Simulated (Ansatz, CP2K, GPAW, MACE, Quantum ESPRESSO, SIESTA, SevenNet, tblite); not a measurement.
# Amorphous SnO2 (72 atoms): other programs against plane waves

Aim: forces, pressure of amorphous SnO2 (72 atoms) at one geometry, from other programs and methods, against plane-wave PBE.

Results are calculated, not measured.

### Step 1. The structure

The cell holds 72 atoms (24 Sn and 48 O), with edges of 9.85, 9.85 and 9.85 Å. Recipe: 72 atoms (24 Sn, 48 O) placed at random at 6.03 g/cm³, melted at 5000 K for 10 ps at fixed volume with the Morse and Coulomb pair potential with partial charges (Pedone, Malavasi, Menziani, Cormack and Segre, J. Phys. Chem. B 110, 11780 (2006)). Quenched from 5000 K to 300 K at 50 K/ps and fixed volume, held 10 ps at zero pressure, then minimised at fixed cell. Then every atom was moved at random, 0.02 Å r.m.s. a Cartesian component. The density is 6.28 g/cm³.

### Step 2. The reference input

Quantum ESPRESSO 7.5: Kohn-Sham DFT, PBE, SSSP efficiency 1.3.0 pseudopotentials, plane waves. Its input, pw.in:

```
&control
  calculation = 'scf'
  pseudo_dir = './pseudo'
  outdir = './tmp'
  disk_io = 'none'
  tprnfor = .true.
  tstress = .true.
/
&system
  ibrav = 0
  nat = 72
  ntyp = 2
  ecutwfc = 60
  ecutrho = 480
  nosym = .true.
  occupations = 'smearing'
  smearing = 'fd'
  degauss = 0.003675
/
&electrons
  conv_thr = 3.6e-07
  electron_maxstep = 100
  mixing_beta = 0.4
  mixing_mode = 'plain'
  diagonalization = 'david'
/
ATOMIC_SPECIES
Sn 118.710 Sn.upf
O 15.999 O.upf
CELL_PARAMETERS angstrom
9.85089 0.00000 0.00000
0.00000 9.85089 0.00000
0.00000 0.00000 9.85089
ATOMIC_POSITIONS crystal
Sn 0.73259 0.67325 0.33158
Sn 0.04863 0.22003 0.43277
Sn 0.50783 0.17790 0.09886
Sn 0.77306 0.46387 0.57745
[... 66 atom lines left out ...]
O 0.38552 0.73193 0.02550
O 0.18453 0.36348 0.36839
K_POINTS gamma
```

```console
$ OMP_NUM_THREADS=1 mpirun -np 4 pw.x -in pw.in > output.txt
```

Run time: 2.3 min. Hardware: 4 MPI ranks of Arm Neoverse V2, shared host; peak memory 3 GiB.

It converged with an r.m.s. force component of 0.69 eV/Å and a pressure of 8.5 GPa.

### Step 3. The other programs

- CP2K 2026.2: Gaussian basis with GTH pseudopotentials and a plane-wave density; labels give functional, basis (MOLOPT sets; SR short-range, UZH the newer set with its own potentials), grid cutoff/relative cutoff and solver (OT: orbital transformation; TRS4, TC2, SIGN: linear-scaling purification with its sparsity filter), or its built-in tight binding.
- GPAW 26.7.0: PAW with atomic orbitals (LCAO), plane waves or a real-space grid of spacing h.
- MACE: machine-learned potential, published weights.
- SIESTA 5.4.2: numerical atomic orbitals, whose automatically made sets are far from complete, with PseudoDojo norm-conserving potentials that we converted to its format (checked against plane waves on the same files for H, C, O, Si, Ge and Ca alone); labels give functional, basis size, energy shift and mesh cutoff.
- SevenNet: machine-learned potential, published weights.
- tblite 0.8.0: extended tight binding, driven from Python.

All use the same cell and atoms, and the electronic-structure runs the same k-mesh.

### Step 4. Side by side

Differences are against the reference: forces as r.m.s. over components, share as that over the reference's r.m.s. force, slope as the fitted ratio of a run's forces to the reference's.

| run | Δ force, r.m.s. (meV/Å) | share (%) | slope | Δ pressure (GPa) | cores | CPU time | memory (GiB) |
| --- | --- | --- | --- | --- | --- | --- | --- |
| reference | - | - | - | - | 4 | 9.4 min | 3.0 |
| CP2K PBE, DZVP-UZH, 600/50 Ry, diagonalisation | 128 | 18.7 | 1.015 | 3.63 | 4 | 4.2 min | 4.7 |
| CP2K PBE, SZV-MOLOPT-SR, 600/50 Ry, diagonalisation (coarse) | 326 | 47.5 | 1.106 | 13.9 | 2 | 4.5 min | 2.8 |
| GPAW PBE, LCAO dzp, h 0.18 Å | 127 | 18.6 | 1.098 | - | 1 | 2.7 min | 1.5 |
| MACE MP-0b2 small potential | 148 | 21.6 | 0.838 | -0.579 | 1 | 5.3 s | 0.67 |
| SIESTA PBE, DZP, shift 0.01 Ry, mesh 500 Ry | 181 | 26.4 | 1.163 | 5.14 | 2 | 6.5 min | 2.2 |
| SIESTA PBE, SZP, shift 0.01 Ry, mesh 500 Ry (coarse) | 227 | 33.1 | 1.203 | 6.97 | 2 | 6.2 min | 2 |
| SevenNet 0 potential | 101 | 14.7 | 0.938 | 0.506 | 1 | 6.3 s | 0.86 |
| SevenNet l3i5 potential | 70.8 | 10.3 | 0.978 | 0.226 | 1 | 8 s | 1.3 |
| tblite GFN1-xTB | 441 | 64.3 | 0.494 | -16.3 | 1 | 2.5 s | 0.11 |

Rows marked coarse were listed beforehand as settings not expected to be converged; some can still land near the reference.

Times of the machine-learned potentials are mostly Python's start and the loading of weights.

CPU time is summed over cores on shared hosts, so it is rough.

### Step 5. What came out

Forces lie from 10 % (SevenNet l3i5 potential) to 64 % (tblite GFN1-xTB) of the reference's r.m.s. force of 0.69 eV/Å away from it. The PBE runs in local orbitals, coarse settings apart, differ by 19 % (GPAW PBE, LCAO dzp, h 0.18 Å) to 26 % (SIESTA PBE, DZP, shift 0.01 Ry, mesh 500 Ry); basis, grid and potentials can all enter. Tight binding differs by 64 % (tblite GFN1-xTB); it is another model, with fitted parameters of its own, and the xTB methods hold dispersion. Machine-learned potentials differ by 10 % (SevenNet l3i5 potential) to 22 % (MACE MP-0b2 small potential); they were trained on other programs' data. Among those trained on PBE data the slope goes as low as 0.84, which softening far from their training structures can give, though the reference's k-sampling is untested too.

Runs with settings chosen to be coarse differ by 33 % (SIESTA PBE, SZP, shift 0.01 Ry, mesh 500 Ry) to 47 % (CP2K PBE, SZV-MOLOPT-SR, 600/50 Ry, diagonalisation), their programs' other errors included. SIESTA PBE, SZP, shift 0.01 Ry, mesh 500 Ry stiffens the forces by a factor of 1.20 while following their directions (correlation 0.977); the slopes of the 2 SIESTA runs lie between 1.16 and 1.20. Pressures at PBE, coarse settings apart, lie +3.63 to +5.14 GPa from the reference's.

Caveats: Periodic xTB results under one method name differ between programs and library versions. The potentials hold different valence shells: 624 electrons in the reference, 384 in CP2K with SZV-MOLOPT-SR; this bears on time and differences. The reference's pressure holds the uncorrected Pulay stress of its 60 Ry basis, so small pressure differences may be the reference's own error. Machine-learned potentials mimic data converged in k, so the reference's own k-point error enters their differences. The quench rate of 50 K/ps is many orders above laboratory rates, so the cell is likely richer in defects and strain than a real sample. The network of bonds at the start is that of the classical potential that made the cell, and needn't be the one that DFT or experiment would give. The electronic-structure runs sample only Γ, in a cell whose shortest periodic width is 10 Å. Spin–orbit coupling is left out. Where levels are smeared, the DFT runs use Fermi–Dirac occupations at 580 K (0.05 eV), and energies are free energies. The atoms were displaced at random, and shares hang on the size of the forces that this gives. The reference's cutoffs and mesh weren't converged further here.

[Logs are printed without paths, hosts, clocks, repeated set-up lines and the standing remarks that a program may print on its own settings, such as how far it seeks lower states.]

[Hosts, paths, dates, database ids (printed as entryN), source tags and the programs' standing remarks are cut or masked in the printed files.]

[Cells were taken only where this reference lay near another plane-wave run.]
